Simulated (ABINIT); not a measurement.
# KSrH3 (Pm-3m): third-order response

Which lines does KSrH3 (Pm-3m) show in Raman and infrared spectra?

Method: DFT LDA, scalar-relativistic, plane waves, PseudoDojo norm-conserving pseudopotentials, in ABINIT 10.8.3.

The structure was built from a prototype and need not be the compound's stable phase.

## 1. The starting structure

Symmetry: Pm-3m, No. 221, cubic system. Conventional cell: a = 4.959 Å, b = 4.959 Å, c = 4.959 Å, α = 90.00°, β = 90.00°, γ = 90.00°. Nearest to K lie 12 H at 3.51 Å. Nearest to Sr lie 6 H at 2.48 Å. H has 2 Sr at 2.48 Å nearest. Farther neighbours are not listed.

## 2. A first look

A first run with smearing and empty bands tells whether the crystal has a gap, which decides between fixed occupations and smearing later on.

The input, probe.abi:

```
# ground state
tolvrs 1.0d-08
prtden 1
prtwf 1

# basis, mesh and filling
ecut 32.0
ngkpt 4 4 4
nshiftk 1
shiftk 0.0 0.0 0.0
istwfk *1
occopt 7
tsmear 0.005
nband 18
nstep 100
diemac 9.0
prtebands 0
prtgsr 0

# cell and atoms
acell 3*1.0 Angstrom
rprim 
    4.9588 0.0 0.0
    0.0 4.9588 0.0
    0.0 0.0 4.9588
ntypat 3
znucl 19 38 1
natom 5
typat 1 2 3 3 3
xred 
    0.0 0.0 0.0
    0.5 0.5 0.5
    0.5 0.5 0.0
    0.5 0.0 0.5
    0.0 0.5 0.5
pp_dirpath "./pseudo"
pseudos "K.upf, Sr.upf, H.upf"
```

Run with:

```console
OMP_NUM_THREADS=1 mpirun -n 4 abinit probe.abi > probe.log
```

Numbers of over 12 decimals in the logs are rounded to 6 here.

probe.abo, the main output file:

```text
[banners, grids, parts of the stress and lines that vanish by symmetry left out]
- input  file    -> probe.abi
- output file    -> probe.abo
- root for input  files -> probei
[...]
Symmetries : space group Pm -3 m (#221); Bravais cP (primitive cubic)
[...]
mpw =        7160          nfft =      110592          nkpt =          10
[...]
== DATASET  1 ==================================================================
[...]
cutoff_energies: {ecut:  32.0, pawecutdg:  -1.0, }
[...]
ETOT  1  -65.901631180881    -6.590E+01 3.449E-02 2.665E+02
 ETOT  2  -65.959125449252    -5.749E-02 3.861E-03 1.994E+01
 ETOT  3  -65.960580393227    -1.455E-03 3.488E-03 5.055E+00
 ETOT  4  -65.960814790503    -2.344E-04 6.949E-04 2.902E-02
 ETOT  5  -65.960817034165    -2.244E-06 1.397E-04 9.739E-04
 ETOT  6  -65.960817096919    -6.275E-08 7.188E-05 4.842E-05
 ETOT  7  -65.960817099211    -2.292E-09 5.586E-05 1.454E-06
 ETOT  8  -65.960817099289    -7.870E-11 2.695E-05 9.904E-08
 ETOT  9  -65.960817099302    -1.288E-11 2.547E-05 4.248E-09
 At SCF step    9       vres2   =  4.25E-09 < tolvrs=  1.00E-08 =>converged.
[...]
sigma(1 1)=  1.11527739E-04  sigma(3 2)=  0.00000000E+00
  sigma(2 2)=  1.11527739E-04  sigma(3 1)=  0.00000000E+00
  sigma(3 3)=  1.11527739E-04  sigma(2 1)=  0.00000000E+00
[...]
convergence: {deltae: -1.288E-11, res2:  4.248E-09, residm:  2.547E-05, diffor: null, }
etotal    :  -6.59608171E+01
[...]
sigma(1 1)=  1.11527739E-04  sigma(3 2)=  0.00000000E+00
  sigma(2 2)=  1.11527739E-04  sigma(3 1)=  0.00000000E+00
  sigma(3 3)=  1.11527739E-04  sigma(2 1)=  0.00000000E+00
[...]
- sigma(1 1)=  3.28125936E+00  sigma(3 2)=  0.00000000E+00
- sigma(2 2)=  3.28125936E+00  sigma(3 1)=  0.00000000E+00
- sigma(3 3)=  3.28125936E+00  sigma(2 1)=  0.00000000E+00
[...]
fcart     -0.0000000000E+00 -0.0000000000E+00 -0.0000000000E+00
           strten      1.1152773872E-04  1.1152773872E-04  1.1152773872E-04
================================================================================

[key lines of the parts left out:]
pressure_GPa:  -3.2813E+00
```

Wall time 12 s (4 MPI ranks of Arm Neoverse V2, shared host); 46 s of CPU time.

Numbers from this step:

| Quantity | Value |
| --- | --- |
| volume per atom | 24.39 Å³ |
| pressure | -3.281 GPa |
| gap on the k-mesh | 2.484 eV |

A gap of 2.5 eV opens on this mesh, so the crystal is taken as an insulator; the printed pressure holds the stress of the finite basis too.

## 3. Rough relaxation

The typed start is rough, so a first relaxation with smearing and loose thresholds takes it towards rest cheaply.

The input, prerelax.abi:

```
# relaxation
ionmov 2
optcell 2
dilatmx 1.15
chkdilatmx 0
ntime 40
tolmxf 3.0d-04
tolvrs 1.0d-10
prtwf 0
prtden 0
chksymtnons 0

# basis, mesh and filling
ecut 32.0
ecutsm 3.0
ngkpt 4 4 4
nshiftk 1
shiftk 0.0 0.0 0.0
istwfk *1
occopt 7
tsmear 0.005
nband 18
nstep 100
diemac 9.0
prtebands 0
prtgsr 0

# cell and atoms
acell 3*1.0 Angstrom
rprim 
    4.9588 0.0 0.0
    0.0 4.9588 0.0
    0.0 0.0 4.9588
ntypat 3
znucl 19 38 1
natom 5
typat 1 2 3 3 3
xred 
    0.0 0.0 0.0
    0.5 0.5 0.5
    0.5 0.5 0.0
    0.5 0.0 0.5
    0.0 0.5 0.5
pp_dirpath "./pseudo"
pseudos "K.upf, Sr.upf, H.upf"
```

Run with:

```console
OMP_NUM_THREADS=1 mpirun -n 4 abinit prerelax.abi > prerelax.log
```

prerelax.abo, the main output file:

```text
[banners, grids, parts of the stress and lines that vanish by symmetry left out]
- input  file    -> prerelax.abi
- output file    -> prerelax.abo
- root for input  files -> prerelaxi
[...]
Symmetries : space group Pm -3 m (#221); Bravais cP (primitive cubic)
[...]
mpw =       10852          nfft =      216000          nkpt =          10
[...]
== DATASET  1 ==================================================================
[...]
cutoff_energies: {ecut:  32.0, pawecutdg:  -1.0, }
[...]
ETOT  1  -65.902520582021    -6.590E+01 2.722E-02 5.268E+02
 ETOT  2  -65.958912172391    -5.639E-02 6.531E-03 3.781E+01
 ETOT  3  -65.960372730739    -1.461E-03 6.409E-04 9.781E+00
 ETOT  4  -65.960606999697    -2.343E-04 1.846E-03 5.533E-02
 ETOT  5  -65.960609239596    -2.240E-06 9.584E-04 1.839E-03
[...]
At SCF step   10       vres2   =  6.05E-12 < tolvrs=  1.00E-10 =>converged.
[...]
ETOT  8  -65.969823770228    -1.208E-12 7.839E-08 1.267E-11
 At SCF step    8       vres2   =  1.27E-11 < tolvrs=  1.00E-10 =>converged.
[...]
sigma(1 1)=  4.04364685E-07  sigma(3 2)=  0.00000000E+00
  sigma(2 2)=  4.04364685E-07  sigma(3 1)=  0.00000000E+00
  sigma(3 3)=  4.04364685E-07  sigma(2 1)=  0.00000000E+00
[...]
convergence: {deltae: -1.208E-12, res2:  1.267E-11, residm:  7.839E-08, diffor: null, }
etotal    :  -6.59698238E+01
[...]
At Broyd/MD step   5, gradients are converged :
[...]
sigma(1 1)=  4.04364685E-07  sigma(3 2)=  0.00000000E+00
  sigma(2 2)=  4.04364685E-07  sigma(3 1)=  0.00000000E+00
  sigma(3 3)=  4.04364685E-07  sigma(2 1)=  0.00000000E+00
[...]
- sigma(1 1)=  1.18968198E-02  sigma(3 2)=  0.00000000E+00
- sigma(2 2)=  1.18968198E-02  sigma(3 1)=  0.00000000E+00
- sigma(3 3)=  1.18968198E-02  sigma(2 1)=  0.00000000E+00
[...]
fcart     -0.0000000000E+00 -0.0000000000E+00 -0.0000000000E+00
           strten      4.0436468492E-07  4.0436468492E-07  4.0436468492E-07
================================================================================

[key lines of the parts left out:]
pressure_GPa:  -1.1897E-02
Total energy (etotal) [Ha]= -6.59698237702278E+01
```

Elapsed: 90 s, on 4 MPI ranks; 6 min of CPU time.

Relaxation path:

| step | energy less that of the first step (eV) | largest force (eV/Å) | volume (Å³) |
| --- | --- | --- | --- |
| 1 | 0.0000 | 0.0000 | 121.94 |
| 2 | -0.0234 | 0.0000 | 120.74 |
| 3 | -0.2332 | 0.0000 | 95.75 |
| 4 | -0.2500 | 0.0000 | 101.44 |
| 5 | -0.2507 | 0.0000 | 100.48 |

| conventional cell, symmetrised | before | after | change |
| --- | --- | --- | --- |
| a (Å) | 4.959 | 4.649 | -6.2 % |
| b (Å) | 4.959 | 4.649 | -6.2 % |
| c (Å) | 4.959 | 4.649 | -6.2 % |
| volume (Å³/atom) | 24.39 | 20.10 | -17.6 % |

Final coordinates:

```xyz
5
Lattice="4.6491 0.0000 0.0000 0.0000 4.6491 0.0000 0.0000 0.0000 4.6491" Properties=species:S:1:pos:R:3 pbc="T T T"
K     0.0000    0.0000    0.0000
Sr    2.3245    2.3245    2.3245
H     2.3245    2.3245    0.0000
H     2.3245    0.0000    2.3245
H     0.0000    2.3245    2.3245
```

Numbers from this step:

```yaml
volume_per_atom: 20.10 Å³
pressure: -0.01190 GPa
gap_on_the_k_mesh: 2.319 eV
```

The volume changes by -17.6 % in this run and stands -17.6 % from the first cell.

## 4. Rough relaxation

The cell changed much, so the rough relaxation is repeated on a basis made for the new cell.

prerelax.abi, as its differences from that of step 3:

```diff
@@ -30,5 +30,5 @@
 rprim 
-    4.9588 0.0 0.0
-    0.0 4.9588 0.0
-    0.0 0.0 4.9588
+    4.649072326 0.0 0.0
+    0.0 4.649072326 0.0
+    0.0 0.0 4.649072326
 ntypat 3
```

prerelax.abo, the main output file:

```text
[banners, grids, parts of the stress and lines that vanish by symmetry left out]
- input  file    -> prerelax.abi
- output file    -> prerelax.abo
- root for input  files -> prerelaxi
[...]
Symmetries : space group Pm -3 m (#221); Bravais cP (primitive cubic)
[...]
mpw =        9008          nfft =      157464          nkpt =          10
[...]
== DATASET  1 ==================================================================
[...]
cutoff_energies: {ecut:  32.0, pawecutdg:  -1.0, }
[...]
ETOT  1  -65.910262761550    -6.591E+01 2.898E-02 4.898E+02
 ETOT  2  -65.968420318854    -5.816E-02 1.560E-03 2.659E+01
 ETOT  3  -65.969611432549    -1.191E-03 2.585E-03 6.289E+00
 ETOT  4  -65.969820804538    -2.094E-04 1.112E-03 3.143E-02
 ETOT  5  -65.969823697736    -2.893E-06 3.858E-04 1.163E-03
[...]
ETOT  9  -65.969823769118    -1.442E-11 6.112E-05 1.810E-09
 ETOT 10  -65.969823769114     3.922E-12 1.162E-04 6.014E-13
 At SCF step   10       vres2   =  6.01E-13 < tolvrs=  1.00E-10 =>converged.
[...]
sigma(1 1)=  4.04280816E-07  sigma(3 2)=  0.00000000E+00
  sigma(2 2)=  4.04280816E-07  sigma(3 1)=  0.00000000E+00
  sigma(3 3)=  4.04280816E-07  sigma(2 1)=  0.00000000E+00
[...]
convergence: {deltae:  3.922E-12, res2:  6.014E-13, residm:  1.162E-04, diffor: null, }
etotal    :  -6.59698238E+01
[...]
At Broyd/MD step   1, gradients are converged :
[...]
sigma(1 1)=  4.04280816E-07  sigma(3 2)=  0.00000000E+00
  sigma(2 2)=  4.04280816E-07  sigma(3 1)=  0.00000000E+00
  sigma(3 3)=  4.04280816E-07  sigma(2 1)=  0.00000000E+00
[...]
- sigma(1 1)=  1.18943523E-02  sigma(3 2)=  0.00000000E+00
- sigma(2 2)=  1.18943523E-02  sigma(3 1)=  0.00000000E+00
- sigma(3 3)=  1.18943523E-02  sigma(2 1)=  0.00000000E+00
[...]
fcart     -0.0000000000E+00 -0.0000000000E+00 -0.0000000000E+00
           strten      4.0428081614E-07  4.0428081614E-07  4.0428081614E-07
================================================================================

[key lines of the parts left out:]
pressure_GPa:  -1.1894E-02
Total energy (etotal) [Ha]= -6.59698237691139E+01
```

It took 17 s on 4 MPI ranks; 69 s of CPU time.

Little changed from the start: no atom moved by 0.005 Å and no cell edge by 0.1 %.

This step gave:

```yaml
pressure: -0.01189 GPa
```

The volume changes by +0.0 % in this run and stands -17.6 % from the first cell.

## 5. Relaxing the cell and atoms

The harmonic expansion needs vanishing forces, and a free crystal bears no stress, so cell and atoms are brought to rest. Stress is more sensitive to the basis than forces are: the last 3 Ha under the cutoff are smoothed with ecutsm, and the cutoff is raised above that of the later runs.

The input, relax.abi:

```
# relaxation
ionmov 2
optcell 2
dilatmx 1.08
ntime 40
tolmxf 1.0d-05
tolvrs 1.0d-14
prtwf 0
prtden 0
chksymtnons 0

# basis, mesh and filling
ecut 40.0
ecutsm 3.0
ngkpt 4 4 4
nshiftk 1
shiftk 0.0 0.0 0.0
istwfk *1
occopt 1
nband 11
nstep 100
diemac 9.0
prtebands 0
prtgsr 0

# cell and atoms
acell 3*1.0 Angstrom
rprim 
    4.649072329 0.0 0.0
    0.0 4.649072329 0.0
    0.0 0.0 4.649072329
ntypat 3
znucl 19 38 1
natom 5
typat 1 2 3 3 3
xred 
    0.0 0.0 0.0
    0.5 0.5 0.5
    0.5 0.5 0.0
    0.5 0.0 0.5
    0.0 0.5 0.5
pp_dirpath "./pseudo"
pseudos "K.upf, Sr.upf, H.upf"
```

Run with:

```console
OMP_NUM_THREADS=1 mpirun -n 4 abinit relax.abi > relax.log
```

relax.abo, the main output file:

```text
[banners, grids, parts of the stress and lines that vanish by symmetry left out]
- input  file    -> relax.abi
- output file    -> relax.abo
- root for input  files -> relaxi
[...]
Symmetries : space group Pm -3 m (#221); Bravais cP (primitive cubic)
[...]
mpw =       10395          nfft =      216000          nkpt =          10
[...]
== DATASET  1 ==================================================================
[...]
cutoff_energies: {ecut:  40.0, pawecutdg:  -1.0, }
[...]
ETOT  1  -65.889244481988    -6.589E+01 3.961E-02 6.002E+02
 ETOT  2  -65.969364784941    -8.012E-02 1.083E-05 3.897E+01
 ETOT  3  -65.970067514865    -7.027E-04 7.458E-06 7.106E+00
 ETOT  4  -65.970239141592    -1.716E-04 3.508E-06 5.326E-02
 ETOT  5  -65.970242800336    -3.659E-06 6.252E-08 1.714E-03
[...]
At SCF step   12       vres2   =  3.31E-15 < tolvrs=  1.00E-14 =>converged.
[...]
sigma(1 1)=  4.82986341E-07  sigma(3 2)=  0.00000000E+00
  sigma(2 2)=  4.82986341E-07  sigma(3 1)=  0.00000000E+00
  sigma(3 3)=  4.82986341E-07  sigma(2 1)=  0.00000000E+00
[...]
convergence: {deltae:  1.847E-12, res2:  3.308E-15, residm:  1.866E-19, diffor: null, }
etotal    :  -6.59702429E+01
[...]
ETOT  1  -65.970242931992    -6.597E+01 4.229E-11 1.411E-04
[...]
At SCF step    8       vres2   =  1.28E-15 < tolvrs=  1.00E-14 =>converged.
[...]
sigma(1 1)=  4.47834913E-07  sigma(3 2)=  0.00000000E+00
  sigma(2 2)=  4.47834913E-07  sigma(3 1)=  0.00000000E+00
  sigma(3 3)=  4.47834913E-07  sigma(2 1)=  0.00000000E+00
[...]
convergence: {deltae: -4.150E-12, res2:  1.280E-15, residm:  9.204E-20, diffor: null, }
etotal    :  -6.59702429E+01
[...]
ETOT  1  -65.970241811652    -6.597E+01 7.509E-09 2.287E-02
[...]
ETOT  8  -65.970243023323     1.862E-12 1.493E-17 2.067E-13
 ETOT  9  -65.970243023322     1.748E-12 1.804E-19 8.205E-15
 At SCF step    9       vres2   =  8.21E-15 < tolvrs=  1.00E-14 =>converged.
[...]
sigma(1 1)= -3.32158391E-10  sigma(3 2)=  0.00000000E+00
  sigma(2 2)= -3.32158391E-10  sigma(3 1)=  0.00000000E+00
  sigma(3 3)= -3.32158392E-10  sigma(2 1)=  0.00000000E+00
[...]
convergence: {deltae:  1.748E-12, res2:  8.205E-15, residm:  1.804E-19, diffor: null, }
etotal    :  -6.59702430E+01
[...]
At Broyd/MD step   3, gradients are converged :
[...]
sigma(1 1)= -3.32158391E-10  sigma(3 2)=  0.00000000E+00
  sigma(2 2)= -3.32158391E-10  sigma(3 1)=  0.00000000E+00
  sigma(3 3)= -3.32158392E-10  sigma(2 1)=  0.00000000E+00
[...]
- sigma(1 1)= -9.77243724E-06  sigma(3 2)=  0.00000000E+00
- sigma(2 2)= -9.77243725E-06  sigma(3 1)=  0.00000000E+00
- sigma(3 3)= -9.77243728E-06  sigma(2 1)=  0.00000000E+00
[...]
fcart     -0.0000000000E+00 -0.0000000000E+00 -0.0000000000E+00
           strten     -3.3215839064E-10 -3.3215839085E-10 -3.3215839194E-10
================================================================================

[key lines of the parts left out:]
pressure_GPa:   9.7724E-06
Total energy (etotal) [Ha]= -6.59702430233216E+01
```

Run time: 34 s. Hardware: 4 MPI ranks.

Little changed from the start: no atom moved by 0.005 Å and no cell edge by 0.1 %.

This step gave:

```yaml
volume_per_atom: 20.08 Å³
pressure: 9.77e-6 GPa
```

The volume changes by -0.1 % in this run and stands -17.6 % from the first cell.

## 6. Self-consistent run for the response

First-order wavefunctions inherit every error of the ground state, hence the very tight tolvrs. The mesh is shifted off Γ, since shifted meshes converge sums over the zone faster.

The input, gs.abi:

```
# ground state
tolvrs 1.0d-16
prtden 1
prtwf 1

# basis, mesh and filling
ecut 32.0
ngkpt 4 4 4
nshiftk 1
shiftk 0.5 0.5 0.5
istwfk *1
occopt 1
nband 11
nstep 100
diemac 9.0
prtebands 0
prtgsr 0

# cell and atoms
acell 3*1.0 Angstrom
rprim 
    4.648147264 0.0 0.0
    0.0 4.648147264 0.0
    0.0 0.0 4.648147264
ntypat 3
znucl 19 38 1
natom 5
typat 1 2 3 3 3
xred 
    0.0 0.0 0.0
    0.5 0.5 0.5
    0.5 0.5 0.0
    0.5 0.0 0.5
    0.0 0.5 0.5
pp_dirpath "./pseudo"
pseudos "K.upf, Sr.upf, H.upf"
```

Run with:

```console
OMP_NUM_THREADS=1 mpirun -n 4 abinit gs.abi > gs.log
```

gs.abo, the main output file:

```text
[banners, grids, parts of the stress and lines that vanish by symmetry left out]
- input  file    -> gs.abi
- output file    -> gs.abo
- root for input  files -> gsi
[...]
Symmetries : space group Pm -3 m (#221); Bravais cP (primitive cubic)
[...]
mpw =        5874          nfft =      110592          nkpt =           4
[...]
== DATASET  1 ==================================================================
[...]
cutoff_energies: {ecut:  32.0, pawecutdg:  -1.0, }
[...]
ETOT  1  -65.910352908474    -6.591E+01 3.019E-02 3.404E+02
 ETOT  2  -65.968689921064    -5.834E-02 4.083E-06 1.914E+01
 ETOT  3  -65.969845435673    -1.156E-03 1.309E-05 4.360E+00
 ETOT  4  -65.970052242445    -2.068E-04 2.021E-06 2.009E-02
 ETOT  5  -65.970054865365    -2.623E-06 4.221E-08 7.570E-04
[...]
ETOT 12  -65.970054931856     4.263E-14 5.317E-19 4.907E-15
 ETOT 13  -65.970054931856    -2.842E-14 1.236E-20 7.588E-17
 At SCF step   13       vres2   =  7.59E-17 < tolvrs=  1.00E-16 =>converged.
[...]
sigma(1 1)=  3.45036406E-06  sigma(3 2)=  0.00000000E+00
  sigma(2 2)=  3.45036406E-06  sigma(3 1)=  0.00000000E+00
  sigma(3 3)=  3.45036406E-06  sigma(2 1)=  0.00000000E+00
[...]
convergence: {deltae: -2.842E-14, res2:  7.588E-17, residm:  1.236E-20, diffor: null, }
etotal    :  -6.59700549E+01
[...]
sigma(1 1)=  3.45036406E-06  sigma(3 2)=  0.00000000E+00
  sigma(2 2)=  3.45036406E-06  sigma(3 1)=  0.00000000E+00
  sigma(3 3)=  3.45036406E-06  sigma(2 1)=  0.00000000E+00
[...]
- sigma(1 1)=  1.01513215E-01  sigma(3 2)=  0.00000000E+00
- sigma(2 2)=  1.01513215E-01  sigma(3 1)=  0.00000000E+00
- sigma(3 3)=  1.01513215E-01  sigma(2 1)=  0.00000000E+00
[...]
fcart     -0.0000000000E+00 -0.0000000000E+00 -0.0000000000E+00
           strten      3.4503640626E-06  3.4503640626E-06  3.4503640626E-06
================================================================================

[key lines of the parts left out:]
pressure_GPa:  -1.0151E-01
```

The job ended after 4.8 s (4 MPI ranks).

This step gave:

```
pressure : -0.1015 GPa
```

The cell stands at -0.10 GPa: the relaxation ran with a smoothed and higher cutoff and on another k mesh.

## 7. Empty bands

Empty bands on the ground state's density check that the gap assumed so far is there in this cell.

The input, gap.abi:

```
# empty bands on the ground state's density
iscf -2
getden_filepath "gso_DEN"
tolwfr 1.0d-12
nbdbuf 2
prtwf 0

# basis, mesh and filling
ecut 32.0
ngkpt 4 4 4
nshiftk 1
shiftk 0.0 0.0 0.0
istwfk *1
occopt 1
nband 15
nstep 100
diemac 9.0
prtebands 0
prtgsr 0

# cell and atoms
acell 3*1.0 Angstrom
rprim 
    4.648147264 0.0 0.0
    0.0 4.648147264 0.0
    0.0 0.0 4.648147264
ntypat 3
znucl 19 38 1
natom 5
typat 1 2 3 3 3
xred 
    0.0 0.0 0.0
    0.5 0.5 0.5
    0.5 0.5 0.0
    0.5 0.0 0.5
    0.0 0.5 0.5
pp_dirpath "./pseudo"
pseudos "K.upf, Sr.upf, H.upf"
```

Run with:

```console
OMP_NUM_THREADS=1 mpirun -n 4 abinit gap.abi > gap.log
```

gap.abo, the main output file:

```text
[banners, grids, parts of the stress and lines that vanish by symmetry left out]
- input  file    -> gap.abi
- output file    -> gap.abo
- root for input  files -> gapi
[...]
Symmetries : space group Pm -3 m (#221); Bravais cP (primitive cubic)
[...]
mpw =        5904          nfft =      110592          nkpt =          10
[...]
== DATASET  1 ==================================================================
[...]
cutoff_energies: {ecut:  32.0, pawecutdg:  -1.0, }
[...]
-outvars: echo values of variables after computation
            acell      1.8897261259E+00  1.8897261259E+00  1.8897261259E+00 Bohr
================================================================================
```

It took 8.3 s on 4 MPI ranks; 33 s of CPU time.

This step gave:

| Quantity | Value |
| --- | --- |
| gap on the k-mesh | 2.317 eV |

In this cell the gap on the mesh is 2.3 eV, indirect (smallest direct 2.4 eV), so fixed occupations hold.

[end of part 1 of 2]

[Host names and launcher messages were left out of these logs when they were recorded.]

[Logs are printed without paths, hosts, clocks, repeated set-up lines and the standing remarks that a program may print on its own settings, such as how far it seeks lower states.]

[Hosts, paths, dates, database ids (printed as entryN), source tags and the programs' standing remarks are cut or masked in the printed files.]
